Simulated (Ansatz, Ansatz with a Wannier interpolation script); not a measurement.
An input for Ansatz 0.2.0 (AlN (P6_3mc)):

```yaml
crystal:
  lattice:
    - [3.113, 0.0, 0.0]
    - [-1.5565, 2.69593708, 0.0]
    - [0.0, 0.0, 4.981]
  atoms:
    - { symbol: Al, position: [0.33333333, 0.66666667, 0.0] }
    - { symbol: Al, position: [0.66666667, 0.33333333, 0.5] }
    - { symbol: "N", position: [0.33333333, 0.66666667, 0.38] }
    - { symbol: "N", position: [0.66666667, 0.33333333, 0.88] }
kpoints:
  mp_grid: { grid: [9, 9, 4] }
hamiltonian:
  xc: lda
  pseudopotentials: { kind: paw, azcp: { folder: "./paw" } }
scf:
  occupations: { method: fixed }
gw:
  n_empty_bands: 89
  ecut_chi: 96
  qp_bands: [v6, c2]
  screening: { model: godby_needs }
```

The database entry behind the starting cell differs from later determinations by our own check (inner coordinate u about 0.002 short), so it need not match the best structure at ambient conditions.

```sh
ansatz run input.yaml --threads 3 --pin off --max-ram 92160MiB --backend cuda --events-out ev --progress --plain --runs-dir out --devices 1 --max-vram 13GiB
```

**Question.** Estimate wall time and host memory on 1 × NVIDIA H100 80GB HBM3 (shared by 6 runs) with 3 threads of AMD EPYC 7R13 (Zen 3), shared host.

It took 62 s; on shared hardware allow 31 s to 2.1 min. Peak host memory was 1.4 GiB. The sizes that set the cost: 809 plane waves a state, 36 irreducible k points, 97 bands summed, 97 plane waves in the screening and 6 SCF cycles.

The screening grows as filled bands × empty bands × pairs of k points, times the square of the screening basis for the matrix.

[Paths, hosts, dates, memory and timing lines, banners, echoed tables and standing remarks are left out of the program output.]

[Logs are printed without paths, hosts, clocks, repeated set-up lines and the standing remarks that a program may print on its own settings, such as how far it seeks lower states.]

[Runs of the session that timed out or met a known fault of the program may be left out.]

[Hosts, paths, dates, database ids (printed as entryN), source tags and the programs' standing remarks are cut or masked in the printed files.]
